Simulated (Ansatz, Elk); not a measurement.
## Bonding as seen by X-rays: GaAs2Pb

The structure of GaAs2Pb used here is made up (a known structure type with other elements) and was relaxed beforehand with r2SCAN. The aim is the Fourier transform of its all-electron density, F(hkl), set beside the sum over free spherical atoms that refinements use.

Main program and level: Elk 11.2.3 (patched build); DFT, PBE, all-electron APW+lo, Dirac cores, scalar-relativistic bands, static density, no spin.

The structure was built from a prototype and need not be the compound's stable phase.

### 1. The starting structure

Symmetry: R3m, No. 160, trigonal system. Conventional cell: a = 4.163 Å, b = 4.163 Å, c = 22.665 Å, α = 90.00°, β = 90.00°, γ = 120.00°. Pb has 4 As at 2.75 to 3.03 Å nearest. Nearest to As lie 1 Ga at 2.46 Å and 3 Pb at 2.75 Å. Nearest to As lie 3 Ga at 2.51 Å and 1 Pb at 3.03 Å. Nearest to Ga lie 4 As at 2.46 to 2.51 Å. Farther neighbours are not listed.

### 2. Ground state and structure factors

An all-electron density is needed, since X-rays see the cores too. Task 0 finds the density and task 195 Fourier-transforms it; tshift is off so that phases refer to the origin typed.

Contents of elk.in:

```
tasks
  0
  195

xctype
  20

spinpol
  .false.

rgkmax
  7.0

gmaxvr
  14.0

lmaxo
  7

lmaxapw
  8

swidth
  0.002

tshift
  .false.

ramdisk
  .false.

hmaxvr
  5.5

maxscl
  120

epspot
  1e-06

sppath
  './'

avec
  3.93352327997 2.27102072423 14.27675606934
  -3.93352327997 2.27102072423 14.27675606934
  -0.00000000000 -4.54204144944 14.27675606918

atoms
  3
  'Pb.in'
  1
  0.0018013770 0.0018013770 0.0018013770   0.000000 0.000000 0.000000
  'As.in'
  2
  0.6096657950 0.6096657950 0.6096657950   0.000000 0.000000 0.000000
  0.1355880711 0.1355880711 0.1355880711   0.000000 0.000000 0.000000
  'Ga.in'
  1
  0.5010114230 0.5010114230 0.5010114230   0.000000 0.000000 0.000000

ngridk
  6 6 6
```

On the command line:

```console
$ OMP_NUM_THREADS=4 elk
```

Numbers of over 12 decimals in the logs are rounded to 6 here.

What it wrote:

```text
┌─────────────────────────┐
│ Elk code version 11.2.3 │
└─────────────────────────┘

All units are atomic (Hartree, Bohr, etc.)

┌─────────────────────────────────────────────────┐
│ Ground-state run starting from atomic densities │
└─────────────────────────────────────────────────┘

Lattice vectors :
   3.933523280       2.271020724       14.27675607
  -3.933523280       2.271020724       14.27675607
  -0.000000000      -4.542041449       14.27675607

Reciprocal lattice vectors :
  0.7986714276      0.4611131637      0.1466996489
 -0.7986714276      0.4611131637      0.1466996489
 -0.1092912348E-16 -0.9222263275      0.1466996489

Unit cell volume      :    765.2152420
Brillouin zone volume :   0.3241574394

Muffin-tin inner radius fraction :   0.1000000000E-01

Nuclei treated as point charges

Species : 1 (Pb)
 parameters loaded from : Pb.in
 name : lead
 nuclear charge    :   -82.00000000
 electronic charge :    82.00000000
 atomic mass :    377702.4943
 muffin-tin radius :    2.800000000
 number of radial points in muffin-tin :   1393
 inner part over the whole radius :   0.9993555083E-02
 number on inner part of muffin-tin    :   1001
 approximate nuclear radius :   0.1047603524E-03
 number of mesh points to nuclear radius :    525
 atomic positions (lattice), magnetic fields (Cartesian) :
  1 :   0.00180138  0.00180138  0.00180138    0.00000000  0.00000000  0.00000000

Species : 2 (As)
 parameters loaded from : As.in
 name : arsenic
 nuclear charge    :   -33.00000000
 electronic charge :    33.00000000
 atomic mass :    136573.7220
 muffin-tin radius :    2.301847947
 number of radial points in muffin-tin :    993
 inner part over the whole radius :   0.9983569001E-02
 number on inner part of muffin-tin    :    702
 approximate nuclear radius :   0.7712558785E-04
 number of mesh points to nuclear radius :    342
 atomic positions (lattice), magnetic fields (Cartesian) :
  1 :   0.60966579  0.60966579  0.60966579    0.00000000  0.00000000  0.00000000
  2 :   0.13558807  0.13558807  0.13558807    0.00000000  0.00000000  0.00000000

Species : 3 (Ga)
 parameters loaded from : Ga.in
 name : gallium
 nuclear charge    :   -31.00000000
 electronic charge :    31.00000000
 atomic mass :    127097.2539
 muffin-tin radius :    2.301847947
 number of radial points in muffin-tin :    993
 inner part over the whole radius :   0.9917608728E-02
 number on inner part of muffin-tin    :    701
 approximate nuclear radius :   0.7562051033E-04
 number of mesh points to nuclear radius :    340
 atomic positions (lattice), magnetic fields (Cartesian) :
  1 :   0.50101142  0.50101142  0.50101142    0.00000000  0.00000000  0.00000000

Total number of atoms per unit cell :    4
Total muffin-tin volume :    245.2161830
 ratio of muffin-tin to unit cell volume :   0.3204538665

Spin treatment :
 spin-unpolarised

Number of Bravais lattice symmetries :   12
Number of crystal symmetries         :    6
Crystal has no inversion symmetry
Complex Hermitian eigensolver will be used

k-point grid :      6     6     6
k-point offset :    0.000000000       0.000000000       0.000000000
k-point set is reduced with full crystal symmetry group
Total number of k-points :       56

Muffin-tin radius times maximum |G+k| :    7.000000000
 using average radius
Maximum |G+k| for APW functions       :    2.884949103
Maximum (1/2)|G+k|²                   :    4.161465663
Maximum |G| for potential and density :    14.00000000
Constant for pseudocharge density :   10
 order of it for each species :   17  17  17
 order of it for pair densities of each species (exact exchange by exxq0 0: 18) :   13   8   8
Radial integration step length :    1

G-vector grid sizes :     70    70    70
Number of G-vectors :    35613

Maximum angular momentum used for
 APW functions            :    8
 outer part of muffin-tin :    7
 inner part of muffin-tin :    2

Total nuclear charge    :   -179.0000000
Total core charge       :    122.0000000
Total valence charge    :    57.00000000
[...]
(states/Hartree/unit cell)

Estimated indirect band gap :   0.1890660083E-02
 from k-point 54 to k-point 14
Estimated direct band gap   :   0.2301810378E-01
 at k-point 47

Charges :
 core                        :    122.0000000
 valence                     :    57.00000000
 interstitial                :    6.682313804
 muffin-tins (core leakage)
  species : 1 (Pb)
   atom 1                    :    80.23298843     (  0.1244573311E-02)
  species : 2 (As)
   atom 1                    :    31.38779540     (  0.2591615391E-03)
[...]
species : 3 (Ga)
[...]
total in muffin-tins        :    172.3176862
 total calculated charge     :    178.9970167
 total charge                :    179.0000000
 error                       :   0.2983284378E-02

RMS change in Kohn-Sham potential (target) :   0.1611741832     (  0.1000000000E-05)
Absolute change in total energy (target)   :   0.6014159851     (  0.1000000000E-03)

[... loops 3 to 14 left out ...]

┌──────────────────┐
│ Loop number : 15 │
└──────────────────┘

Energies :
 Fermi                       :     0.162057
 sum of occupied eigenvalues :     -16680.835032797
 electron kinetic            :      30976.853820624
 core electron kinetic       :      30348.916977701
 Coulomb                     :     -57738.047456776
 Coulomb potential           :     -46830.114014354
 nuclear-nuclear             :     -2100.5346187541
 electron-nuclear            :     -64478.769657409
 Hartree                     :      8841.2568193865
 Madelung                    :     -34322.990449600
 xc potential                :     -827.57483906758
 exchange                    :     -623.98929789011
 correlation                 :     -9.776547
 electron entropic           :    -0.66738299467039E-03
 total energy                :     -27394.960148117

Density of states at Fermi energy :    53.51191380
 (states/Hartree/unit cell)

Estimated indirect band gap :   0.1187859223E-02
 from k-point 14 to k-point 33
Estimated direct band gap   :   0.2451923522E-01
 at k-point 47

Charges :
 core                        :    122.0000000
 valence                     :    57.00000000
 interstitial                :    6.693497496
 muffin-tins (core leakage)
  species : 1 (Pb)
[...]
species : 2 (As)
[...]
species : 3 (Ga)
[...]
total in muffin-tins        :    172.3065025
 total calculated charge     :    178.9971029
 total charge                :    179.0000000
 error                       :   0.2897107355E-02

RMS change in Kohn-Sham potential (target) :   0.6486923101E-06 (  0.1000000000E-05)
Absolute change in total energy (target)   :   0.1451704156E-04 (  0.1000000000E-03)

Convergence targets achieved

┌──────────────────┐
│ Loop number : 16 │
└──────────────────┘

Energies :
 Fermi                       :     0.162056
 sum of occupied eigenvalues :     -16680.835038698
 electron kinetic            :      30976.853802528
 core electron kinetic       :      30348.916968513
 Coulomb                     :     -57738.047446456
 Coulomb potential           :     -46830.114033997
 nuclear-nuclear             :     -2100.5346187541
 electron-nuclear            :     -64478.769616554
 Hartree                     :      8841.2567888522
 Madelung                    :     -34322.990429458
 xc potential                :     -827.57480722920
 exchange                    :     -623.98929774522
 correlation                 :     -9.776547
 electron entropic           :    -0.66738269028007E-03
 total energy                :     -27394.960155758

Density of states at Fermi energy :    53.51188145
 (states/Hartree/unit cell)

Estimated indirect band gap :   0.1187861178E-02
 from k-point 14 to k-point 33
Estimated direct band gap   :   0.2451930914E-01
 at k-point 47

Charges :
 core                        :    122.0000000
 valence                     :    57.00000000
 interstitial                :    6.693497490
 muffin-tins (core leakage)
  species : 1 (Pb)
[...]
species : 2 (As)
   atom 1                    :    31.21954076     (  0.2591790322E-03)
   atom 2                    :    31.18821997     (  0.2581200494E-03)
  species : 3 (Ga)
   atom 1                    :    29.44810503     (  0.1254545409E-02)
 total in muffin-tins        :    172.3065025
 total calculated charge     :    178.9971029
 total charge                :    179.0000000
 error                       :   0.2897107409E-02

┌──────────────────────────────┐
│ Self-consistent loop stopped │
└──────────────────────────────┘

Warning : core states of species 1 leak from the muffin-tin :   0.1199715506E-02

Warning : core states of species 2 leak from the muffin-tin :   0.2591790322E-03

Warning : core states of species 3 leak from the muffin-tin :   0.1254545409E-02

Wrote STATE.OUT
```

Wall time 68 s (4 threads of Arm Neoverse V1, shared host); peak memory 0.28 GiB.

SFACRHO.OUT:

```text

h k l indices transformed by vhmat matrix:
   1.000000000       0.000000000       0.000000000    
   0.000000000       1.000000000       0.000000000    
   0.000000000       0.000000000       1.000000000    

      h      k      l  multipl.   |H|            Re(F)            Im(F)           |F|

      0      0      0      1   0.0000000       179.00000     -0.98152413E-16   179.00000    
      1      1      1      1  0.44009895       38.520436      -8.2997150       39.404432    
     -1     -1     -1      1  0.44009895       38.520436       8.2997150       39.404432    
     -2     -2     -2      1  0.88019789       97.723581       45.338098       107.72855    
      2      2      2      1  0.88019789       97.723581      -45.338098       107.72855    
      0      1      0      3  0.93382128       43.949353       4.0514106       44.135694    
      0     -1      0      3  0.93382128       43.949353      -4.0514106       44.135694    
      0     -1     -1      3  0.96777298       102.63196      -58.586517       118.17656    
      1      0      1      3  0.96777298       102.63196       58.586517       118.17656    
     -2     -1     -1      3   1.0930846       46.000108      -7.1001268       46.544836    
      1      1      2      3   1.0930846       46.000108       7.1001268       46.544836    
      2      1      2      3   1.1783552       59.565155      -13.066735       60.981532    
     -2     -2     -1      3   1.1783552       59.565155       13.066735       60.981532    
      3      3      3      1   1.3202968       22.988007       33.612264       40.721405    
     -3     -3     -3      1   1.3202968       22.988007      -33.612264       40.721405    
      2      3      2      3   1.3802246       65.826796       22.014136       69.410296    
     -2     -3     -2      3   1.3802246       65.826796      -22.014136       69.410296    
      2      3      3      3   1.4925923       131.06899       2.5855684       131.09449
```

Elk indexes on the primitive cell of elk.in and gives |H| = 4π sin θ/λ in inverse bohr. Below, one row stands for each form hkl of the conventional cell (m members, Friedel mates merged), F is for one primitive cell and the density is static (no thermal factor). Free-atom factors are Waasmaier and Kirfel's, and R is Σm||F|−|F'||/Σm|F|.

| hkl | m | sin θ/λ (Å⁻¹) | abs F, DFT | neutral atoms | diff. | abs of complex diff. |
| --- | --- | --- | --- | --- | --- | --- |
| 003 | 2 | 0.066 | 39.404 | 39.507 | -0.103 | 0.137 |
| 006 | 2 | 0.132 | 107.729 | 107.605 | +0.124 | 0.339 |
| 101 | 6 | 0.140 | 44.136 | 44.216 | -0.080 | 0.088 |
| 012 | 6 | 0.145 | 118.177 | 117.973 | +0.203 | 0.359 |
| 104 | 6 | 0.164 | 46.545 | 46.785 | -0.240 | 0.249 |
| 015 | 6 | 0.177 | 60.982 | 60.994 | -0.012 | 0.013 |
| 009 | 2 | 0.199 | 40.721 | 40.759 | -0.038 | 0.048 |
| 107 | 6 | 0.208 | 69.410 | 69.386 | +0.024 | 0.036 |
| 018 | 6 | 0.225 | 131.095 | 131.292 | -0.197 | 0.202 |
| 110 | 6 | 0.240 | 138.928 | 139.291 | -0.363 | 0.363 |
| 113 | 12 | 0.249 | 34.315 | 34.183 | +0.132 | 0.143 |
| 1 0 10 | 6 | 0.261 | 100.548 | 100.846 | -0.298 | 0.298 |
| 0 0 12 | 2 | 0.265 | 61.813 | 62.000 | -0.187 | 0.322 |
| 116 | 12 | 0.274 | 89.436 | 89.786 | -0.350 | 0.377 |
| 021 | 6 | 0.278 | 38.755 | 38.594 | +0.161 | 0.188 |
| 0 1 11 | 6 | 0.280 | 18.567 | 18.524 | +0.042 | 0.260 |
| 202 | 6 | 0.281 | 98.535 | 98.942 | -0.407 | 0.427 |
| 024 | 6 | 0.291 | 41.108 | 40.986 | +0.121 | 0.356 |

### 3. The highest occupied states alone

An energy window below the Fermi level keeps the highest occupied states, to see at which angles they scatter; shallow core shells can lie inside it and anion s states outside. No new self-consistency is needed.

elk.in, as its differences from that of step 2:

```diff
@@ -1,3 +1,2 @@
 tasks
-  0
   195
@@ -40,2 +39,5 @@
 
+wsfac
+  -0.389180 0.462060
+
 sppath
```

On the command line:

```console
$ OMP_NUM_THREADS=4 elk
```

What it wrote:

```text
┌─────────────────────────────────┐
│ Elk code version 11.2.3 started │
└─────────────────────────────────┘

Info(readinput): the functional depends on the density's gradient
 muffin-tin radial points multiplied by    2.00000
 (not where nrmtscf is given)

┌────────────────────┐
│ Current task : 195 │
└────────────────────┘
Info(checkmt): changed muffin-tin radius of species 2 (As) from   2.4000 to   2.3018
Info(checkmt): changed muffin-tin radius of species 3 (Ga) from   2.4000 to   2.3018

Info(sfacrho): density structure factors written to SFACRHO.OUT

 Energy window :  -0.3891800000      0.4620600000

┌──────────────────┐
│ Elk code stopped │
└──────────────────┘
```

The job ended after 16 s (4 threads; peak memory 0.19 GiB).

States within 15 eV below the Fermi level hold 17.00 electrons; any levels below the window count with the cores. Their amplitudes can exceed the total, where window and core parts have opposite phase:

| hkl | sin θ/λ (Å⁻¹) | abs F, window | abs F, all |
| --- | --- | --- | --- |
| 003 | 0.066 | 1.553 | 39.404 |
| 006 | 0.132 | 4.619 | 107.729 |
| 101 | 0.140 | 0.307 | 44.136 |
| 012 | 0.145 | 4.683 | 118.177 |
| 104 | 0.164 | 1.589 | 46.545 |
| 015 | 0.177 | 0.918 | 60.982 |
| 009 | 0.199 | 1.232 | 40.721 |
| 107 | 0.208 | 0.727 | 69.410 |
| 018 | 0.225 | 0.982 | 131.095 |
| 110 | 0.240 | 0.583 | 138.928 |

### 4. Another try

In this try the input is made faulty on purpose, to show what that does.

The input is changed as shown.

elk.in, as its differences from that of step 3:

```diff
@@ -1,2 +1,3 @@
 tasks
+  0
   195
@@ -34,3 +35,3 @@
 maxscl
-  120
+  3
 
@@ -38,5 +39,2 @@
   1e-06
-
-wsfac
-  -0.389180 0.462060
```

On the command line:

```console
$ OMP_NUM_THREADS=4 elk
```

What it wrote:

```text
┌─────────────────────────┐
│ Elk code version 11.2.3 │
└─────────────────────────┘

All units are atomic (Hartree, Bohr, etc.)

┌─────────────────────────────────────────────────┐
│ Ground-state run starting from atomic densities │
└─────────────────────────────────────────────────┘

Lattice vectors :
   3.933523280       2.271020724       14.27675607
  -3.933523280       2.271020724       14.27675607
  -0.000000000      -4.542041449       14.27675607

Reciprocal lattice vectors :
  0.7986714276      0.4611131637      0.1466996489
[...]
species : 3 (Ga)
   atom 1                    :    29.39772383     (  0.1292261975E-02)
 total in muffin-tins        :    172.3167141
 total calculated charge     :    178.9970216
 total charge                :    179.0000000
 error                       :   0.2978374859E-02

┌──────────────────────────────┐
│ Self-consistent loop stopped │
└──────────────────────────────┘

Warning : core states of species 1 leak from the muffin-tin :   0.1242739418E-02

Warning : core states of species 2 leak from the muffin-tin :   0.2590961902E-03

Warning : core states of species 3 leak from the muffin-tin :   0.1292261975E-02

Wrote STATE.OUT
[key lines of the parts left out:]
total energy                :     -27400.254423204
```

The job ended after 26 s (4 threads; peak memory 0.27 GiB).

The run stopped without converging, so none of its numbers is a property of the system.

The fault put into the input: too few SCF loops.

[end of part 1 of 2]

[Logs are printed without paths, hosts, clocks, repeated set-up lines and the standing remarks that a program may print on its own settings, such as how far it seeks lower states.]

[Hosts, paths, dates, database ids (printed as entryN), source tags and the programs' standing remarks are cut or masked in the printed files.]
